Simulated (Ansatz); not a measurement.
# Phonon transport in CeO2 (Fm-3m)

How well does the lattice of CeO2 conduct heat?

What experiment has found for this phase:
- thermal conductivity 10.8 W/m/K near room temperature (given in “Predicting the lattice thermal conductivity of solids by solving the Boltzmann transport equation: AFLOW - AAPL an automated, accurate and efficient framework”, 2017, arXiv:1611.05481)

Method: DFT PBEsol, scalar-relativistic, plane waves, PAW; PAW set soft_1, in Ansatz 0.2.0.

## Step 1: The structure

It takes space group Fm-3m (No. 225, cubic). Conventional cell: a = 5.407 Å, b = 5.407 Å, c = 5.407 Å, α = 90.00°, β = 90.00°, γ = 90.00°. Ce has 8 O at 2.34 Å nearest. O has 4 Ce at 2.34 Å nearest. Farther neighbours and most contacts between anions are not listed.

## Step 2: A first coarse run

Before spending time, one coarse run tells the gap and the pressure of the starting cell.

File input.yaml:

```yaml
crystal:
  lattice:
    - [0.0, 2.70365, 2.70365]
    - [2.70365, 0.0, 2.70365]
    - [2.70365, 2.70365, 0.0]
  atoms:
    - { symbol: Ce, position: [0.0, 0.0, 0.0] }
    - { symbol: O, position: [0.25, 0.25, 0.25] }
    - { symbol: O, position: [0.75, 0.75, 0.75] }
kpoints:
  mp_grid: { grid: [6, 6, 6] }
hamiltonian:
  xc: pbesol
  pseudopotentials: { kind: paw, azcp: { folder: soft_1 }, xc_functional: pbe }
scf:
  occupations: { method: gaussian, width: 0.1 }
  lower_state_search: "off"
output:
  forces: true
  stress: true
  eigenvalues: true
```

On the command line:

```console
$ ansatz run input.yaml --threads 18 --pin off --max-ram 92160MiB --backend cuda --events-out ev --progress --plain --runs-dir out --max-vram 78GiB
```

Numbers of over 12 decimals in the logs are rounded to 6 here.

Output:

```text
band count auto-derived: 22 (N_el = 24.0; filled up to band 12; 16 by the electrons, moments and atoms)
Engine: ansatz 0.2.0, aarch64-unknown-linux-gnu
Pseudopotentials: kind: paw
Pseudopotential: Ce, paw, valence charge 12, recommended cutoff 420 eV (normal), soft_1/Ce.paw.azcp
Pseudopotential: O, paw, valence charge 6, recommended cutoff 420 eV (normal), soft_1/O.paw.azcp
Functional definition: PBEsol
  exchange = pbesol_x
  correlation = pbesol_c
device memory: the entry about to start is reckoned to put 0.8 GiB on a device that reports 170.2 GiB free (of which the cap on the GPU budget leaves the run 78.0 GiB)
GPU FFT provider: cuFFT
GPU libraries: cuBLAS 13.8.1, cuFFT 12.4.0, cuSOLVER 12.3.2
GPU matrix products: emulated (plane waves: as basis.precision tells), large ones in fixed point in workspaces of 1.00 GiB
Crystal: 3 atoms, lattice volume = 39.526 Å³
Basis set: ecut = 420 eV, 749 PW (Γ), exchange–correlation on 54×54×54 points (8 copies of the dense FFT grid, shifted against one another)
Bands: 22, of which v1, the nominal top of the filled ones, is band 12 counted from 1 (11 counted from 0)
Symmetry: 48 space group operations
Space group: Fm-3m (ITA 225), of the structure as read, at distance tolerance 3.4e-5 Å
k-points: 16 of 216
Non-local potential: Ce, projectors of the file, l = 0: 3, l = 1: 2, l = 2: 2, l = 3: 3
Non-local potential: O, projectors of the file, l = 0: 2, l = 1: 2, l = 2: 1
PAW form: soft (Blöchl's): semilocal exchange-correlation on the pseudo side does not see the compensation charge
PAW frozen core: Ce, regenerated for the run's functional, and the local potential with it (the file was generated under x = pbe(κ = 0.804, μ = 0.219515), c = pbe(β = 0.066725))
PAW frozen core: O, regenerated for the run's functional, and the local potential with it (the file was generated under x = pbe(κ = 0.804, μ = 0.219515), c = pbe(β = 0.066725))
PAW one-centre angular grid: Ce, 590 points (default); XC on 64 Gauss nodes
PAW one-centre angular grid: O, 110 points (default); XC on 64 Gauss nodes
Initial density: superposition of atomic densities (chi_scale 0.1, normalization cell, long waves kept (reshape's long-wave potential 0.00 eV rms))
Initial wavefunctions: pseudopotential atomic-orbital guess
GPU buffer pool allocated for 19683 grid points (all kernels)
GPU transforms: local potential and band sums: pruned to the plane-wave sphere, on 25×25×25
Functional: x = pbesol(κ = 0.804, μ = 0.123457), c = pbesol(β = 0.046)
SCF iter   1: F=—  HF=-7612.246835 eV  |F-HF|=—  |Δ(HF+E_count)|=         —  Δρ=5.48e-2  dr2=8.32e-1  ethr=3.10e-3  ⟨swp⟩=5.0  Hψ=1403  notcnv=0
preconditioner: auto → none  [insulator: Δε(μ)=1.984 eV  Ē_g=11.846 eV  σ=0.100 eV  W_gap=1.00  n_scr=14 (ndim 8)  ℏωp=27.7 eV  f_vac=0.000  D(μ)=0.00/eV (n_scr^D=0)  ε∞_Penn≈6.5]
SCF iter   2: F=—  HF=-7612.111677 eV  |F-HF|=—  |Δ(HF+E_count)|=   1.35e-1  Δρ=2.03e-2  dr2=1.34e-1  ethr=3.10e-3  ⟨swp⟩=2.9  Hψ=673  notcnv=0  defer=47
SCF iter   3: F=—  HF=-7612.118417 eV  |F-HF|=—  |Δ(HF+E_count)|=   6.74e-3  Δρ=5.24e-3  dr2=4.86e-3  ethr=5.60e-4  ⟨swp⟩=3.6  Hψ=630  notcnv=0  defer=48
SCF iter   4: F=—  HF=-7612.119541 eV  |F-HF|=—  |Δ(HF+E_count)|=   1.12e-3  Δρ=1.23e-3  dr2=6.66e-4  ethr=2.03e-5  ⟨swp⟩=2.0  Hψ=512  notcnv=0  defer=48
SCF iter   5: F=—  HF=-7612.119563 eV  |F-HF|=—  |Δ(HF+E_count)|=   2.21e-5  Δρ=1.12e-4  dr2=6.23e-6  ethr=2.77e-6  ⟨swp⟩=2.7  Hψ=467  notcnv=0  defer=48
SCF iter   6: F=—  HF=-7612.119505 eV  |F-HF|=—  |Δ(HF+E_count)|=   5.87e-5  Δρ=1.07e-5  dr2=1.82e-8  ethr=4.17e-10  ⟨swp⟩=7.8  Hψ=1931  notcnv=0
SCF iter   7: F=-7612.119505 eV  HF=-7612.119505 eV  |F-HF|=1.33e-10  |Δ(HF+E_count)|=   2.27e-9  Δρ=1.04e-6  dr2=8.28e-11  ethr=7.60e-11  ⟨swp⟩=2.1  Hψ=1052  notcnv=0
SCF 1 converged in 7 iterations: F = -7612.119505 eV  dr2 = 8.28e-11
  greatest PAW one-centre occupation: 0.982 electrons in one spin orbital (limit 2), on the Ce atom at site 0 (counted from 0), in its partial waves of l = 0
SCF converged after 7 iterations
Free energy (F): -7612.119505 eV
Harris-Foulkes:  -7612.119505 eV  (|F-HF|=1.33e-10)
Internal energy: -7612.119505 eV  (E = F + TS)
E sigma→0 (E₀):  -7612.119505 eV
Fermi energy:    11.627722 eV
--- Per-component energies (eV) ---
  E_band       = 19.815831
  E_kinetic    = 577.410836
  E_local      = -917.140105  (includes V_loc(G=0)·N_el)
  E_nonlocal   = 204.562496
  E_hartree    = 340.546170
  E_xc         = -290.076545
  E_vxc        = -356.940290  (∫ρ·V_xc dr)
  E_paw        = -5797.104457  (= ΣΔE_a)
  E_vpaw       = -169.171055  (= ΣTr[D̂ρ^β])
  E_aug_tail   = 0.001519  (compensation charges beyond the density's cutoff)
  E_ewald      = -1730.615845
  E_core_change = 0.296425  (= ΣΔE_core)
  E_smearing   = -0.000000  (= −TS)
  E_closure    = 0.000000  (closes the sum)
  Σ components = -7612.119505   (vs F -7612.119505, Δ=0.00e0)
--- Forces (eV/Å), atoms counted from 1 ---
  atom   1  Ce    -0.00000000    -0.00000000    -0.00000000
  atom   2  O     -0.00000000     0.00000000    -0.00000000
  atom   3  O      0.00000000     0.00000000     0.00000000
  max |Σ_I F_I| component: 1.85e-17 eV/Å
--- Stress (GPa, compression-positive) ---
       -0.917638       0.000000       0.000000
       -0.000000      -0.917638       0.000000
       -0.000000      -0.000000      -0.917638
  P = ⅓ Tr σ = -0.9176 GPa (-9.176 kbar)
--- Band table (eV; the first three rows and the last of 16) ---
  k-point 0: bands = [... 8 lower, 6.7598, 10.0670, 10.0670, 10.0670, 12.9839, 12.9839, 12.9839, 13.2585, ... 6 higher]
  k-point 1: bands = [... 8 lower, 7.4445, 9.8324, 9.9721, 9.9721, 12.9550, 12.9550, 12.9863, 13.2895, ... 6 higher]
  k-point 2: bands = [... 8 lower, 8.7439, 9.5669, 9.8711, 9.8711, 12.8804, 12.8804, 12.9392, 12.9912, ... 6 higher]
  k-point 15: bands = [... 8 lower, 9.5521, 9.7307, 9.9255, 10.0302, 12.7527, 12.8364, 12.8371, 13.0018, ... 6 higher]
```

Elapsed: 0.83 s, on 1 × NVIDIA GB200 with 18 threads of Arm Neoverse V2, shared host; peak memory 1.1 GiB.

This step gave:

- pressure: -0.9176 GPa
- gap on the k-mesh: 2.071 eV
- volume per atom: 13.18 Å³/atom

The start is under -0.92 GPa at this level and looks like an insulator or semiconductor on this mesh.

## Step 3: Relaxation

The vibrations must be taken about the equilibrium of this functional, not about the starting cell, so the structure is relaxed.

input.yaml, the sections that differ from step 2:

```yaml
kpoints:
  mp_grid: { grid: [10, 10, 10] }
scf:
  occupations: { method: gaussian, width: 0.02 }
  lower_state_search: "off"
relax:
  adjacent_minimum: "off"
  f_tol: 0.005
  max_steps: 80
  cell: { stress_tol: 0.05 }
# crystal, hamiltonian, output: as in step 2
```

Output:

```text
[...]
Crystal: 3 atoms, lattice volume = 39.526 Å³
Basis set: ecut = 420 eV, 749 PW (Γ), exchange–correlation on 54×54×54 points (8 copies of the dense FFT grid, shifted against one another)
Bands: 22, of which v1, the nominal top of the filled ones, is band 12 counted from 1 (11 counted from 0)
Symmetry: 48 space group operations
[...]
k-points: 47 of 1000
[...]
SCF iter   1: F=—  HF=-7612.246741 eV  |F-HF|=—  |Δ(HF+E_count)|=         —  Δρ=5.48e-2  dr2=8.32e-1  ethr=3.10e-3  ⟨swp⟩=5.6  Hψ=4189  notcnv=0
[...]
SCF iter   2: F=—  HF=-7612.111539 eV  |F-HF|=—  |Δ(HF+E_count)|=   1.35e-1  Δρ=2.03e-2  dr2=1.35e-1  ethr=3.10e-3  ⟨swp⟩=2.9  Hψ=1963  notcnv=0  defer=140
[...]
SCF iter   7: F=-7612.119199 eV  HF=-7612.119199 eV  |F-HF|=1.41e-10  |Δ(HF+E_count)|=   3.70e-9  Δρ=1.07e-6  dr2=8.85e-11  ethr=7.16e-11  ⟨swp⟩=2.0  Hψ=3059  notcnv=0
SCF 1 converged in 7 iterations: F = -7612.119199 eV  dr2 = 8.85e-11
[...]
relax step   1: F+E_penalty+E_count = -7612.11919887 eV  Δ(F+E_penalty+E_count) = +0.000e0 eV  max|allowed force component| = 2.005e-17 eV/Å  Δτ_max = 0.0000 Å  P = -0.920 GPa  Ω = 39.526 Å³  (7 SCF iters, dr2 threshold 1.00e-7 eV, accepted)
[...]
Crystal: 3 atoms, lattice volume = 39.204 Å³
[...]
iter 1 solved again at ethr=5.20e-6 eV; its pass at ethr=3.10e-3 eV (dr2=1.25e-3 eV) is discarded
[...]
SCF iter   2: F=—  HF=-7612.121477 eV  |F-HF|=—  |Δ(HF+E_count)|=   1.11e-3  Δρ=4.71e-3  dr2=1.04e-2  ethr=5.00e-6  ⟨swp⟩=2.3  Hψ=1965  notcnv=0  recentre
[...]
SCF iter   5: F=-7612.120194 eV  HF=-7612.120194 eV  |F-HF|=8.05e-10  |Δ(HF+E_count)|=   5.13e-7  Δρ=1.96e-5  dr2=6.54e-8  ethr=1.25e-9  ⟨swp⟩=5.6  Hψ=4314  notcnv=0
SCF 2 converged in 5 iterations: F = -7612.120194 eV  dr2 = 6.54e-8
relax step   2: F+E_penalty+E_count = -7612.12019378 eV  Δ(F+E_penalty+E_count) = -9.949e-4 eV  max|allowed force component| = 1.542e-16 eV/Å  Δτ_max = 0.0000 Å  P = +0.679 GPa  Ω = 39.204 Å³  energy of the carried Pulay correction = +7.402e-4 eV  (5 SCF iters, dr2 threshold 3.00e-7 eV, accepted)
[...]
Crystal: 3 atoms, lattice volume = 39.340 Å³
[...]
SCF iter   4: F=-7612.120164 eV  HF=-7612.120164 eV  |F-HF|=2.24e-8  |Δ(HF+E_count)|=   1.71e-7  Δρ=2.16e-5  dr2=1.57e-7  ethr=1.25e-9  ⟨swp⟩=4.3  Hψ=4178  notcnv=0
SCF 3 converged in 4 iterations: F = -7612.120164 eV  dr2 = 1.57e-7
relax step   3: F+E_penalty+E_count = -7612.12016423 eV  Δ(F+E_penalty+E_count) = +2.956e-5 eV  max|allowed force component| = 1.357e-16 eV/Å  Δτ_max = 0.0000 Å  P = -0.006 GPa  Ω = 39.340 Å³  energy of the carried Pulay correction = +4.266e-4 eV  (4 SCF iters, dr2 threshold 3.00e-7 eV, accepted)
[...]
SCF iter   1: F=—  HF=-7612.119723 eV  |F-HF|=—  |Δ(HF+E_count)|=         —  Δρ=4.79e-5  dr2=2.86e-7  ethr=3.00e-8  ⟨swp⟩=3.3  Hψ=7573  notcnv=0
[...]
SCF iter   2: F=—  HF=-7612.119697 eV  |F-HF|=—  |Δ(HF+E_count)|=   2.58e-5  Δρ=2.60e-5  dr2=2.10e-7  ethr=1.19e-9  ⟨swp⟩=2.0  Hψ=1550  notcnv=0
[...]
SCF iter   6: F=-7612.119697 eV  HF=-7612.119697 eV  |F-HF|=7.28e-12  |Δ(HF+E_count)|=  3.09e-11  Δρ=1.33e-7  dr2=7.76e-12  ethr=1.00e-12  ⟨swp⟩=4.6  Hψ=4317  notcnv=0
SCF 4 converged in 6 iterations: F = -7612.119697 eV  dr2 = 7.76e-12
relax step   4: F+E_penalty+E_count = -7612.11969695 eV  Δ(F+E_penalty+E_count) = +4.673e-4 eV  max|allowed force component| = 1.280e-16 eV/Å  Δτ_max = 0.0000 Å  P = -0.026 GPa  Ω = 39.340 Å³  stress off target by 2.64e-2 GPa  SCF on the basis re-selected at this cell (its energy is not comparable with the rows above)  (6 SCF iters)
basis re-selected at this cell: Δ(F+E_penalty+E_count) = +4.673e-4 eV, ΔP = -0.021 GPa vs the last step (what re-selecting the basis moved, of the pressure what is left beyond the Pulay correction that the steps carried, after the strain that the cell walked since its last selection, with what the two solves' SCF thresholds leave and, on support functions, any second-order correction that the steps lacked; it is no m [...]
SCF converged after 6 iterations
Free energy (F): -7612.119697 eV
[...]
Internal energy: -7612.119697 eV  (E = F + TS)
E sigma→0 (E₀):  -7612.119697 eV
Fermi energy:    11.754547 eV
[...]
--- Stress (GPa, compression-positive) ---
       -0.026367       0.000000      -0.000000
        0.000000      -0.026367       0.000000
       -0.000000       0.000000      -0.026367
  P = ⅓ Tr σ = -0.0264 GPa (-0.264 kbar)
--- Band table (eV; the first three rows and the last of 47) ---
  k-point 0: bands = [... 8 lower, 6.8074, 10.1349, 10.1349, 10.1349, 13.0782, 13.0782, 13.0782, 13.3566, ... 6 higher]
  k-point 1: bands = [... 8 lower, 7.0735, 10.0372, 10.0962, 10.0962, 13.0682, 13.0682, 13.0792, 13.3693, ... 6 higher]
  k-point 2: bands = [... 8 lower, 7.7577, 9.8291, 10.0102, 10.0102, 13.0351, 13.0351, 13.0817, 13.3794, ... 6 higher]
  k-point 46: bands = [... 8 lower, 9.6510, 9.7561, 10.0044, 10.0858, 12.8314, 12.9391, 12.9487, 13.1288, ... 6 higher]
--- Relaxed structure (3 steps of the walk, 3 accepted, 1 SCFs on fresh bases) ---
  F+E_penalty+E_count = -7612.11969695 eV   max|allowed force component| = 1.280e-16 eV/Å   (the final SCF, on the basis selected at the relaxed cell)
  cell:  # Å, volume = 39.3401 Å³
    - [0, 2.699407, 2.699407]
    - [2.699407, 0, 2.699407]
    - [2.699407, 2.699407, 0]
  atoms:
    - { symbol: Ce, position: [0, 0, 0] }
    - { symbol: O, position: [0.25, 0.25, 0.25] }
    - { symbol: O, position: [0.75, 0.75, 0.75] }
```

Wall time 2.3 s (1 × NVIDIA GB200 with 18 threads); peak memory 1 GiB; 5.8 s of CPU time.

Step by step:

| step | energy less that of the first step (eV) | largest force component (eV/Å) | pressure (GPa) | volume (Å³) |
| --- | --- | --- | --- | --- |
| 1 | 0.0000 | 0.0000 | -0.92 | 39.53 |
| 2 | -0.0010 | 0.0000 | 0.68 | 39.20 |
| 3 | -0.0010 | 0.0000 | -0.01 | 39.34 |
| 4* | -0.0005 | 0.0000 | -0.03 | 39.34 |

Relaxation steps marked * repeat the geometry before them on a plane-wave basis chosen anew for their cell, so energy and pressure can jump there.

Forces are held to the 48 operations that the run works with; a distortion that breaks them can't arise in this run.

| conventional cell, symmetrised | before | after | change |
| --- | --- | --- | --- |
| a (Å) | 5.407 | 5.399 | -0.2 % |
| b (Å) | 5.407 | 5.399 | -0.2 % |
| c (Å) | 5.407 | 5.399 | -0.2 % |
| volume (Å³/atom) | 13.18 | 13.11 | -0.5 % |

The relaxed structure:

```xyz
3
Lattice="0.0000 2.6994 2.6994 2.6994 0.0000 2.6994 2.6994 2.6994 0.0000" Properties=species:S:1:pos:R:3 pbc="T T T"
Ce    0.0000    0.0000    0.0000
O     1.3497    1.3497    1.3497
O     4.0491    4.0491    4.0491
```

This step gave:

| Quantity | Value |
| --- | --- |
| pressure | -0.02637 GPa |
| gap on the k-mesh | 1.988 eV |
| volume per atom | 13.11 Å³/atom |

## Step 4: Tight relaxation

The thresholds are tightened for a last relaxation ahead of the phonons, and where mesh or smearing change with them the cell follows.

input.yaml, the sections that differ from step 3:

```yaml
crystal:
  lattice:
    - [0.0, 2.6994069476, 2.6994069476]
    - [2.6994069476, 0.0, 2.6994069476]
    - [2.6994069476, 2.6994069476, 0.0]
  atoms:
    - { symbol: Ce, position: [0.0, 0.0, 0.0] }
    - { symbol: O, position: [0.25, 0.25, 0.25] }
    - { symbol: O, position: [0.75, 0.75, 0.75] }
kpoints:
  mp_grid: { grid: [12, 12, 12] }
scf:
  occupations: { method: fixed }
  lower_state_search: "off"
relax:
  adjacent_minimum: "off"
  f_tol: 0.001
  max_steps: 60
  cell: { stress_tol: 0.01 }
# hamiltonian, output: as in step 3
```

Output:

```text
[...]
Crystal: 3 atoms, lattice volume = 39.340 Å³
Basis set: ecut = 420 eV, 749 PW (Γ), exchange–correlation on 54×54×54 points (8 copies of the dense FFT grid, shifted against one another)
Bands: 16, of which v1, the nominal top of the filled ones, is band 12 counted from 1 (11 counted from 0)
Symmetry: 48 space group operations
[...]
k-point 71: bands = [... 8 lower, 9.6995, 9.6995, 10.0166, 10.0787, 12.8262, 12.9535, 12.9535, 13.2006]
--- Relaxed structure (3 steps of the walk, 3 accepted, 1 SCFs on fresh bases) ---
[...]
cell:  # Å, volume = 39.3348 Å³
    - [0, 2.699287, 2.699287]
    - [2.699287, 0, 2.699287]
    - [2.699287, 2.699287, 0]
  atoms:
    - { symbol: Ce, position: [0, 0, 0] }
    - { symbol: O, position: [0.25, 0.25, 0.25] }
    - { symbol: O, position: [0.75, 0.75, 0.75] }
[key lines of the parts left out:]
SCF converged after 5 iterations
Free energy (F): -7612.119748 eV
Fermi energy:    10.782634 eV
P = ⅓ Tr σ = -0.0006 GPa (-0.006 kbar)
```

Elapsed: 2.4 s, on 1 × NVIDIA GB200 with 18 threads; peak memory 1 GiB; 6.7 s of CPU time.

Little changed from the start: no atom moved by 0.005 Å and no cell edge by 0.1 %.

This step gave:

| Property | Result |
| --- | --- |
| pressure | -5.51e-4 GPa |
| gap on the k-mesh | 1.968 eV |

The residual pressure is -5.5e-4 GPa, small enough for phonons.

## Step 5: A faulty attempt

This input was changed on purpose, to see how the program answers.

File input.yaml:

```yaml
crystal:
  lattice:
    - [0.0, 2.6992869242, 2.6992869242]
    - [2.6992869242, 0.0, 2.6992869242]
    - [2.6992869242, 2.6992869242, 0.0]
  atoms:
    - { symbol: Ce, position: [0.0, 0.0, 0.0] }
    - { symbol: O, position: [0.25, 0.25, 0.25] }
    - { symbol: O, position: [0.75, 0.75, 0.75] }
kpoints:
  mp_grid: { grid: [8, 8, 8] }
hamiltonian:
  xc: pbesol
  pseudopotentials: { kind: paw, azcp: { folder: soft_1 }, xc_functional: pbe }
scf:
  occupations: { method: fixed }
  lower_state_search: "off"
  max_iter: 100
output:
  eigenvalues: true
phonons:
  supercell: [2, 2, 2]
  dielectric: false
  third_order: { supercell: [2, 2, 2], pair_cutoff: 2.488 }
  lattice_thermal_conductivity:
    qmesh: [11, 11, 11]
    temperatures: [-10, 0, 300]
    isotope_mass_variance:
      - { species: Ce, variance: 2.25e-05 }
      - { species: O, variance: 3.359e-05 }
```

Output:

```text
Error: invalid value for `phonons.lattice_thermal_conductivity.temperatures`: every temperature must be finite and > 0; got -10 K
```

Run time: 0.03 s. Hardware: 18 threads; peak memory 0.035 GiB.

The input was rejected at the start.

The program's message: “Error: invalid value for `phonons.lattice_thermal_conductivity.temperatures`: every temperature must be finite and > 0; got -10 K”

The fault put into the input: a temperature of 0 K or below.

(Continued in part 2 of 3.)

[Logs are printed without paths, hosts, clocks, repeated set-up lines and the standing remarks that a program may print on its own settings, such as how far it seeks lower states.]

[Hosts, paths, dates, database ids (printed as entryN), source tags and the programs' standing remarks are cut or masked in the printed files.]

[A step with changed settings may run another functional than the one named; its input shows which.]
